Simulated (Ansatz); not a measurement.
# ScVB2: relaxing a made-up structure

Starting from a made-up structure for ScVB2, the aim is the relaxed cell, its shortest contacts and, where a second run follows, its electronic structure.

Calculated with Ansatz 0.2.0; DFT, PBEsol, plane-wave PAW, default files, scalar-relativistic, ferromagnetic start, cell and ions relaxed at zero pressure, in the first sound run; inputs show where later runs differ.

**1. The starting structure**

The structure is trigonal, space group R-3m (No. 166). Conventional cell: a = 3.006 Å, b = 3.006 Å, c = 14.623 Å, α = 90.00°, β = 90.00°, γ = 120.00°. Nearest to V lie 6 B at 2.16 Å. Nearest to Sc lie 6 B at 2.08 Å. Nearest to B lie 3 Sc at 2.08 Å and 3 V at 2.16 Å. Farther neighbours are not listed.

**2. Relaxation of the guess**

The guess takes its coordinates from another compound and its volume from a rule, so the cell and any free coordinates are relaxed together.

Contents of input.yaml:

```yaml
crystal:
  lattice:
    - [1.503, 0.867757455, 4.874333333]
    - [-1.503, 0.867757455, 4.874333333]
    - [0.0, -1.735514909, 4.874333333]
  atoms:
    - { symbol: V, position: [0.0, 0.0, 0.0], spin: 2.0 }
    - { symbol: Sc, position: [0.5, 0.5, 0.5] }
    - { symbol: B, position: [0.245099998, 0.245099998, 0.245099998] }
    - { symbol: B, position: [0.754900002, 0.754900002, 0.754900002] }
magnetization:
  spin_polarized: true
kpoints:
  mp_grid: { grid: [10, 10, 10] }
scf:
  occupations: { method: fermi_dirac, width: 0.05 }
hamiltonian:
  xc: pbesol
  pseudopotentials: { kind: paw }
relax:
  f_tol: 0.015
  max_steps: 70
  cell: {}
output:
  forces: true
  stress: true
```

Started as:

```bash
$ ansatz run input.yaml --threads 4 --pin off --max-ram 8192MiB --backend cpu --events-out ev --progress --plain --runs-dir out
```

Numbers of over 12 decimals in the logs are rounded to 6 here.

The program printed:

```text
basis.fft_grid_basis auto: the FFT boxes are laid along the combinations [[1, 0, -1], [0, 1, -1], [0, 0, 1]] of the cell's own vectors, 3.006, 3.006 and 5.174 Å long. The dense box has 24×24×36 points. Along the cell's own vectors, as sized, it would have 36×36×36, 2.25 times as many. Of the 12 symmetry operations that the crystal satisfies within crystal.symmetry.tolerance (time reversal apart; of a slab, those that [...]
Engine: ansatz 0.2.0, aarch64-unknown-linux-gnu
Pseudopotentials: kind: paw
Pseudopotential: V, paw, valence charge 13, recommended cutoff 420 eV (normal), V.paw.azcp
Pseudopotential: Sc, paw, valence charge 11, recommended cutoff 420 eV (normal), Sc.paw.azcp
Pseudopotential: B, paw, valence charge 3, recommended cutoff 420 eV (normal), B.paw.azcp
Functional definition: PBEsol
  exchange = pbesol_x
  correlation = pbesol_c
Crystal: 4 atoms, lattice volume = 38.144 Å³
Basis set: ecut = 420 eV, 707 PW (Γ), FFT grids on a1−a3, a2−a3, a3, exchange–correlation on 48×48×72 points (8 copies of the dense FFT grid, shifted against one another)
Bands: 20, of which v1, the nominal top of the filled ones, is band 15 counted from 1 (14 counted from 0)
Symmetry: 12 space group operations
Space group: R-3m (ITA 166), of the structure as read, at distance tolerance 3.4e-5 Å
Magnetic group: BNS 166.97 (UNI 1327), of the structure as read, at distance tolerance 3.4e-5 Å
k-points: 116 of 1000
Non-local potential: V, projectors of the file, l = 0: 3, l = 1: 2, l = 2: 3, l = 3: 1
Non-local potential: Sc, projectors of the file, l = 0: 3, l = 1: 2, l = 2: 3, l = 3: 1
Non-local potential: B, projectors of the file, l = 0: 2, l = 1: 2, l = 2: 1
PAW form: soft (Blöchl's): semilocal exchange-correlation on the pseudo side does not see the compensation charge
PAW frozen core: V, regenerated for the run's functional, and the local potential with it (the file was generated under x = pbe(κ = 0.804, μ = 0.219515), c = pbe(β = 0.066725))
PAW frozen core: Sc, regenerated for the run's functional, and the local potential with it (the file was generated under x = pbe(κ = 0.804, μ = 0.219515), c = pbe(β = 0.066725))
PAW frozen core: B, regenerated for the run's functional, and the local potential with it (the file was generated under x = pbe(κ = 0.804, μ = 0.219515), c = pbe(β = 0.066725))
PAW one-centre angular grid: V, 590 points (default); XC on 64 Gauss nodes
PAW one-centre angular grid: Sc, 590 points (default); XC on 64 Gauss nodes
PAW one-centre angular grid: B, 110 points (default); XC on 64 Gauss nodes
Initial density: superposition of atomic densities (chi_scale 0.1, normalization cell, long waves kept (reshape's long-wave potential 0.02 eV rms))
Starting moments: Σ|m| = 2 μB on 1 of 4 sites
Initial wavefunctions: pseudopotential atomic-orbital guess
Functional: x = pbesol(κ = 0.804, μ = 0.123457), c = pbesol(β = 0.046)
SCF iter   1: F=—  HF=-5304.236418 eV  |F-HF|=—  |Δ(HF+E_count)|=         —  Δρ=1.60e-1 (↑1.60e-1 ↓5.13e-2)  dr2=2.81e1  dr2_m=1.42e0  M=0.811 μB ∫|m|=0.907 μB  β_m=0.30  ethr=3.10e-3  ⟨swp⟩=4.0  Hψ=17604  notcnv=0
Mixer restart at iter 1: flushing history
preconditioner: auto → Kerker (q_TF=auto, 2.621 Å⁻¹)  [metal: Δε(μ)=0.004 eV  Ē_g=13.510 eV  σ=0.050 eV  W_gap=0.02  n_scr=16 (ndim 8)  ℏωp=26.9 eV  f_vac=0.000  D(μ)=2.00/eV (n_scr^D=22)]
spin=Collinear: Kerker preconditioning applied to the charge; magnetization (m = ρ↑ − ρ↓) channel mixes plain (no charge-response kernel on spin).
SCF iter   2: F=—  HF=-5300.842098 eV  |F-HF|=—  |Δ(HF+E_count)|=    3.39e0  Δρ=8.63e-2 (↑8.63e-2 ↓3.04e-2)  dr2=9.54e0  dr2_m=5.54e-1  M=0.723 μB ∫|m|=0.859 μB  β_m=0.46  ethr=3.10e-3  ⟨swp⟩=3.0  Hψ=11927  notcnv=0  defer=54
SCF iter   3: F=—  HF=-5298.725996 eV  |F-HF|=—  |Δ(HF+E_count)|=    2.12e0  Δρ=3.56e-2 (↑1.64e-2 ↓3.56e-2)  dr2=5.22e-1  dr2_m=8.93e-2  M=0.479 μB ∫|m|=0.679 μB  β_m=0.73  ethr=3.10e-3  ⟨swp⟩=3.7  Hψ=13102  notcnv=0  defer=54
SCF iter   4: F=—  HF=-5300.159872 eV  |F-HF|=—  |Δ(HF+E_count)|=    1.43e0  Δρ=1.61e-2 (↑1.61e-2 ↓7.65e-3)  dr2=3.62e-2  dr2_m=4.04e-2  M=0.181 μB ∫|m|=0.344 μB  β_m=0.86  ethr=1.74e-3  ⟨swp⟩=3.4  Hψ=11970  notcnv=0  defer=35
SCF iter   5: F=—  HF=-5300.217219 eV  |F-HF|=—  |Δ(HF+E_count)|=         —  Δρ=2.07e-2 (↑4.01e-3 ↓2.07e-2)  dr2=2.13e-1  dr2_m=4.84e-2  M=0.001 μB ∫|m|=0.117 μB  β_m=0.86  ethr=1.21e-4  ⟨swp⟩=3.2  Hψ=10588  notcnv=0  defer=39
Mixer restart at iter 5: flushing history
SCF iter   6: F=—  HF=-5300.195858 eV  |F-HF|=—  |Δ(HF+E_count)|=   2.14e-2  Δρ=1.04e-2 (↑1.04e-2 ↓4.48e-3)  dr2=5.41e-2  dr2_m=4.28e-3  M=-0.005 μB ∫|m|=0.053 μB  β_m=0.78  ethr=1.21e-4  ⟨swp⟩=3.7  Hψ=10989  notcnv=0  defer=38
SCF iter   7: F=—  HF=-5300.203376 eV  |F-HF|=—  |Δ(HF+E_count)|=   7.52e-3  Δρ=2.15e-3 (↑1.51e-3 ↓2.15e-3)  dr2=6.74e-4  dr2_m=1.08e-3  M=-0.004 μB ∫|m|=0.030 μB  β_m=0.83  ethr=1.21e-4  ⟨swp⟩=2.6  Hψ=10537  notcnv=0  defer=22
SCF iter   8: F=—  HF=-5300.203650 eV  |F-HF|=—  |Δ(HF+E_count)|=   2.74e-4  Δρ=1.29e-3 (↑1.29e-3 ↓1.79e-4)  dr2=7.72e-4  dr2_m=1.54e-4  M=-0.002 μB ∫|m|=0.012 μB  β_m=0.91  ethr=2.25e-6  ⟨swp⟩=2.0  Hψ=9249  notcnv=0  defer=22
SCF iter   9: F=—  HF=-5300.203779 eV  |F-HF|=—  |Δ(HF+E_count)|=   1.29e-4  Δρ=3.76e-4 (↑3.76e-4 ↓1.49e-4)  dr2=3.27e-5  dr2_m=2.13e-5  M=-0.001 μB ∫|m|=0.005 μB  β_m=0.93  ethr=2.25e-6  ⟨swp⟩=2.0  Hψ=5903  notcnv=0  defer=23
SCF iter  10: F=—  HF=-5300.203769 eV  |F-HF|=—  |Δ(HF+E_count)|=   1.05e-5  Δρ=1.78e-4 (↑5.21e-5 ↓1.78e-4)  dr2=3.18e-5  dr2_m=1.76e-6  M=-0.000 μB ∫|m|=0.002 μB  β_m=0.97  ethr=1.09e-7  ⟨swp⟩=2.0  Hψ=7935  notcnv=0  defer=22
SCF iter  11: F=—  HF=-5300.203770 eV  |F-HF|=—  |Δ(HF+E_count)|=   8.97e-7  Δρ=7.13e-5 (↑1.25e-5 ↓7.13e-5)  dr2=3.05e-6  dr2_m=5.03e-7  M=-0.000 μB ∫|m|=0.001 μB  β_m=0.98  ethr=1.06e-7  ⟨swp⟩=1.9  Hψ=5250  notcnv=0  defer=22
SCF iter  12: F=—  HF=-5300.203770 eV  |F-HF|=—  |Δ(HF+E_count)|=   2.72e-8  Δρ=1.42e-5 (↑2.95e-6 ↓1.42e-5)  dr2=1.61e-7  dr2_m=1.66e-8  M=-0.000 μB ∫|m|=0.000 μB  β_m=0.99  ethr=1.02e-8  ⟨swp⟩=2.0  Hψ=5472  notcnv=0  defer=22
SCF iter  13: F=—  HF=-5300.203770 eV  |F-HF|=—  |Δ(HF+E_count)|=   1.02e-8  Δρ=2.02e-6 (↑8.35e-7 ↓2.02e-6)  dr2=5.48e-9  dr2_m=1.41e-10  M=-0.000 μB ∫|m|=0.000 μB  β_m=1.00  ethr=5.35e-10  ⟨swp⟩=2.0  Hψ=5682  notcnv=0  defer=22
SCF iter  14: F=-5300.203770 eV  HF=-5300.203770 eV  |F-HF|=3.12e-10  |Δ(HF+E_count)|=  4.28e-10  Δρ=3.59e-7 (↑3.13e-7 ↓3.59e-7)  dr2=3.33e-10  dr2_m=3.14e-13  M=-0.000 μB ∫|m|=0.000 μB  ethr=1.83e-11  ⟨swp⟩=1.3  Hψ=11395  notcnv=0
[...]
relax step   4: F+E_penalty+E_count = -5302.62157353 eV  Δ(F+E_penalty+E_count) = -2.455e-2 eV  max|allowed force component| = 6.339e-2 eV/Å  Δτ_max = 0.0341 Å  P = +0.285 GPa  Ω = 46.528 Å³  energy of the carried Pulay correction = -7.010e-3 eV  (8 SCF iters, dr2 threshold 4.00e-7 eV, accepted)
[...]
relax step   5: F+E_penalty+E_count = -5302.62563757 eV  Δ(F+E_penalty+E_count) = -4.064e-3 eV  max|allowed force component| = 2.263e-2 eV/Å  Δτ_max = 0.0095 Å  P = +0.195 GPa  Ω = 46.606 Å³  energy of the carried Pulay correction = -7.068e-3 eV  (8 SCF iters, dr2 threshold 4.00e-7 eV, accepted)
[...]
relax step   6: F+E_penalty+E_count = -5302.62625577 eV  Δ(F+E_penalty+E_count) = -6.182e-4 eV  max|allowed force component| = 3.777e-3 eV/Å  Δτ_max = 0.0068 Å  P = -0.063 GPa  Ω = 46.707 Å³  energy of the carried Pulay correction = -7.145e-3 eV  (9 SCF iters, dr2 threshold 3.33e-7 eV, accepted)
[...]
relax step   7: F+E_penalty+E_count = -5302.62627848 eV  Δ(F+E_penalty+E_count) = -2.270e-5 eV  max|allowed force component| = 4.907e-4 eV/Å  Δτ_max = 0.0007 Å  P = -0.000 GPa  Ω = 46.687 Å³  energy of the carried Pulay correction = -7.130e-3 eV  (8 SCF iters, dr2 threshold 1.23e-8 eV, accepted)
[...]
relax step   8: F+E_penalty+E_count = -5302.64325180 eV  Δ(F+E_penalty+E_count) = -1.697e-2 eV  max|allowed force component| = 3.794e-3 eV/Å  Δτ_max = 0.0000 Å  P = +0.480 GPa  Ω = 46.687 Å³  stress off target by 5.29e-1 GPa  SCF on the basis re-selected at this cell (its energy is not comparable with the rows above)  (10 SCF iters)
[...]
relax step   9: F+E_penalty+E_count = -5302.64336522 eV  Δ(F+E_penalty+E_count) = -1.134e-4 eV  max|allowed force component| = 2.552e-3 eV/Å  Δτ_max = 0.0004 Å  P = -0.013 GPa  Ω = 46.824 Å³  energy of the carried Pulay correction = -9.143e-5 eV  (8 SCF iters, dr2 threshold 4.00e-7 eV, accepted)
iter 1 solved again at ethr=1.51e-8 eV; its pass at ethr=3.10e-3 eV (dr2=4.53e-6 eV) is discarded
SCF iter   1: F=—  HF=-5302.643450 eV  |F-HF|=—  |Δ(HF+E_count)|=         —  Δρ=2.50e-6 (↑2.50e-6 ↓2.50e-6)  dr2=4.01e-9  dr2_m=1.76e-11  M=0.000 μB ∫|m|=0.000 μB  β_m=0.65  ethr=1.51e-8  ⟨swp⟩=3.0  Hψ=30136  notcnv=0
preconditioner: auto → none  [metal: Δε(μ)=0.020 eV  Ē_g=5.315 eV  σ=0.050 eV  W_gap=0.10  n_scr=2 (ndim 8)  ℏωp=20.3 eV  f_vac=0.000  D(μ)=2.16/eV (n_scr^D=22)]
SCF iter   2: F=—  HF=-5302.643448 eV  |F-HF|=—  |Δ(HF+E_count)|=   2.15e-6  Δρ=1.26e-6 (↑1.26e-6 ↓1.17e-6)  dr2=8.63e-10  dr2_m=5.88e-12  M=0.000 μB ∫|m|=0.000 μB  β_m=0.43  ethr=1.34e-11  ⟨swp⟩=2.0  Hψ=8200  notcnv=0
SCF iter   3: F=—  HF=-5302.643448 eV  |F-HF|=—  |Δ(HF+E_count)|=   2.03e-9  Δρ=8.50e-7 (↑7.86e-7 ↓8.50e-7)  dr2=7.49e-10  dr2_m=4.01e-12  M=0.000 μB ∫|m|=0.000 μB  β_m=0.49  ethr=2.88e-12  ⟨swp⟩=2.0  Hψ=8136  notcnv=0
SCF iter   4: F=—  HF=-5302.643448 eV  |F-HF|=—  |Δ(HF+E_count)|=   7.49e-9  Δρ=4.32e-7 (↑3.70e-7 ↓4.32e-7)  dr2=3.08e-10  dr2_m=1.08e-12  M=0.000 μB ∫|m|=0.000 μB  β_m=0.74  ethr=2.50e-12  ⟨swp⟩=2.0  Hψ=6411  notcnv=0
SCF iter   5: F=—  HF=-5302.643448 eV  |F-HF|=—  |Δ(HF+E_count)|=   3.07e-9  Δρ=2.66e-7 (↑2.51e-7 ↓2.66e-7)  dr2=2.72e-10  dr2_m=7.41e-14  M=0.000 μB ∫|m|=0.000 μB  β_m=0.65  ethr=1.03e-12  ⟨swp⟩=2.0  Hψ=7541  notcnv=0
SCF iter   6: F=—  HF=-5302.643448 eV  |F-HF|=—  |Δ(HF+E_count)|=  4.27e-10  Δρ=1.17e-7 (↑1.16e-7 ↓1.17e-7)  dr2=8.77e-11  dr2_m=1.44e-14  M=-0.000 μB ∫|m|=0.000 μB  β_m=0.50  ethr=1.00e-12  ⟨swp⟩=2.3  Hψ=6780  notcnv=0
SCF iter   7: F=—  HF=-5302.643448 eV  |F-HF|=—  |Δ(HF+E_count)|=  6.37e-12  Δρ=3.38e-8 (↑3.23e-8 ↓3.38e-8)  dr2=5.84e-12  dr2_m=4.58e-15  M=-0.000 μB ∫|m|=0.000 μB  β_m=0.64  ethr=1.00e-12  ⟨swp⟩=1.1  Hψ=4666  notcnv=0
SCF iter   8: F=-5302.643448 eV  HF=-5302.643448 eV  |F-HF|=9.09e-13  |Δ(HF+E_count)|=    0.00e0  Δρ=6.19e-9 (↑5.86e-9 ↓6.19e-9)  dr2=1.85e-13  dr2_m=5.01e-16  M=-0.000 μB ∫|m|=0.000 μB  ethr=1.00e-12  ⟨swp⟩=1.8  Hψ=10555  notcnv=0
the starting moments were not kept: the SCF closed with an absolute magnetisation of 3.5e-8 μB, where they sum to 2 μB in size (1 site). That is at most 0.1 of that sum. Measured as dr2_m measures the in/out step, that magnetisation stands 2.6e-16 eV from none, at or under the dr2_threshold of 4.0e-11 eV: it is no larger than a step whose dr2_m would equal this threshold.
SCF 10 converged in 8 iterations: F = -5302.643448 eV  dr2 = 1.85e-13
relax step  10: F+E_penalty+E_count = -5302.64344762 eV  Δ(F+E_penalty+E_count) = -8.240e-5 eV  max|allowed force component| = 3.062e-3 eV/Å  Δτ_max = 0.0000 Å  P = -0.012 GPa  Ω = 46.824 Å³  stress off target by 1.83e-2 GPa  SCF on the basis re-selected at this cell (its energy is not comparable with the rows above)  (8 SCF iters)
basis re-selected at this cell: Δ(F+E_penalty+E_count) = -8.240e-5 eV, ΔP = +0.000 GPa vs the last step (what re-selecting the basis moved, of the pressure what is left beyond the Pulay correction that the steps carried, after the strain that the cell walked since its last selection, with what the two solves' SCF thresholds leave and, on support functions, any second-order correction that the steps lacked; it is no m [...]
SCF converged after 8 iterations
Magnetization: -0.0000 μB (15.0000 up, 15.0000 down)
Absolute magnetization: 0.0000 μB (∫|ρ↑−ρ↓|, with the PAW one-centre terms)
Spin contamination: 0.0000 ħ² per cell (⟨S²⟩ above its minimum at these occupations)
Per-site moments (μB) at R_I (Å): [(1.4004429775480758e-8, 0.882405), (-2.3696066018801888e-9, 0.998039), (-5.378352950039549e-9, 0.882405), (-5.378352929218931e-9, 0.882405)]
Free energy (F): -5302.643448 eV
Harris-Foulkes:  -5302.643448 eV  (|F-HF|=9.09e-13)
Internal energy: -5302.625611 eV  (E = F + TS)
E sigma→0 (E₀):  -5302.634529 eV
Entropy (-TS):   -0.017837 eV (-4.459 meV/atom)
Fermi energy:    12.036589 eV
--- Per-component energies (eV) ---
  E_band       = -288.052156
  E_kinetic    = 692.372274
  E_local      = -1911.929742  (includes V_loc(G=0)·N_el)
  E_nonlocal   = 63.423591
  E_hartree    = 778.290664
  E_xc         = -297.490151
  E_vxc        = -370.601415  (∫ρ·V_xc dr)
  E_paw        = -2168.826333  (= ΣΔE_a)
  E_vpaw       = -317.898446  (= ΣTr[D̂ρ^β])
  E_aug_tail   = 0.000257  (compensation charges beyond the density's cutoff)
  E_ewald      = -2458.774296
  E_core_change = 0.308126  (= ΣΔE_core)
  E_smearing   = -0.017837  (= −TS)
  E_closure    = 0.000000  (closes the sum)
  Σ components = -5302.643448   (vs F -5302.643448, Δ=0.00e0)
--- Forces (eV/Å), atoms counted from 1 ---
  atom   1  V      0.00000000     0.00000000     0.00000000
  atom   2  Sc    -0.00000000     0.00000000     0.00000000
  atom   3  B      0.00000000     0.00000000     0.00306214
  atom   4  B     -0.00000000    -0.00000000    -0.00306214
  max |Σ_I F_I| component: 2.31e-18 eV/Å
--- Stress (GPa, compression-positive) ---
       -0.018344      -0.000000      -0.000000
       -0.000000      -0.018344       0.000000
       -0.000000       0.000000      -0.000188
  P = ⅓ Tr σ = -0.0123 GPa (-0.123 kbar)
--- Relaxed structure (8 steps of the walk, 8 accepted, 2 SCFs on fresh bases) ---
  F+E_penalty+E_count = -5302.64344762 eV   max|allowed force component| = 3.062e-3 eV/Å   (the final SCF, on the basis selected at the relaxed cell)
  cell:  # Å, volume = 46.8243 Å³
    - [1.605818, 0.927120, 5.241886]
    - [-1.605818, 0.927120, 5.241886]
    - [0, -1.854239, 5.241886]
  atoms:
    - { symbol: V, position: [1.0083532481136183e-18, 1.0083532481136183e-18, 1.0083532480409464e-18] }
    - { symbol: Sc, position: [0.500000, 0.500000, 0.500000] }
    - { symbol: B, position: [0.265503, 0.265503, 0.265503] }
    - { symbol: B, position: [0.734497, 0.734497, 0.734497] }
```

Wall time 52 s (4 threads of Arm Neoverse N1, shared host); peak memory 0.57 GiB; 3.3 min of CPU time.

Relaxation path:

```csv
step,energy less that of the first step (eV),largest force component (eV/Å),pressure (GPa),volume (Å³)
1,0.0000,4.4810,49.99,38.14
2,-1.8868,2.3789,13.77,43.36
3,-2.3933,0.5100,1.22,46.16
4,-2.4178,0.0634,0.29,46.53
5,-2.4219,0.0226,0.19,46.61
6,-2.4225,0.0038,-0.06,46.71
7,-2.4225,0.0005,0.00,46.69
8*,-2.4395,0.0038,0.48,46.69
9,-2.4396,0.0026,-0.01,46.82
10*,-2.4397,0.0031,-0.01,46.82
```

Relaxation steps marked * repeat the geometry before them on a plane-wave basis chosen anew for their cell, so energy and pressure can jump there.

The run keeps the 12 symmetry operations that it works with, so distortions that break them were not tested.

```csv
"conventional cell, symmetrised",before,after,change
a (Å),3.006,3.212,+6.8 %
b (Å),3.006,3.212,+6.8 %
c (Å),14.623,15.726,+7.5 %
volume (Å³/atom),9.54,11.71,+22.8 %
```

The atoms that moved most (Å, as changes of fractional coordinates times the final cell):

```csv
atom,dx,dy,dz,length
B4,0.000,0.000,-0.321,0.321
B3,0.000,0.000,0.321,0.321
```

Final coordinates:

```xyz
4
Lattice="1.6058 0.9271 5.2419 -1.6058 0.9271 5.2419 0.0000 -1.8542 5.2419" Properties=species:S:1:pos:R:3 pbc="T T T"
V     0.0000    0.0000    0.0000
Sc    0.0000    0.0000    7.8628
B     0.0000    0.0000    4.1752
B     0.0000    0.0000   11.5505
```

This step gave:

| Quantity | Value |
| --- | --- |
| free energy | -5302.6434 eV |
| energy at zero smearing | -5302.6345 eV |
| smearing term TS | 0.01784 eV |
| Fermi energy | 12.04 eV |
| electrons | 30 |
| symmetry operations | 12 |
| pressure | -0.01229 GPa |

Shortest distances by pair of elements, guess and relaxed (not always the same contact):

```csv
pair,guess (Å),relaxed (Å)
B–V,2.163,2.139
B–Sc,2.080,2.419
B–B,2.876,2.827
Sc–V,2.992,3.211
V–V,3.006,3.212
```

The relaxation ends with a largest force component of 0.0031 eV/Å and a pressure of -0.01 GPa. The starting moments have collapsed: the run ends non-magnetic.

[end of part 1 of 2]

[Logs are printed without paths, hosts, clocks, repeated set-up lines and the standing remarks that a program may print on its own settings, such as how far it seeks lower states.]

[Hosts, paths, dates, database ids (printed as entryN), source tags and the programs' standing remarks are cut or masked in the printed files.]
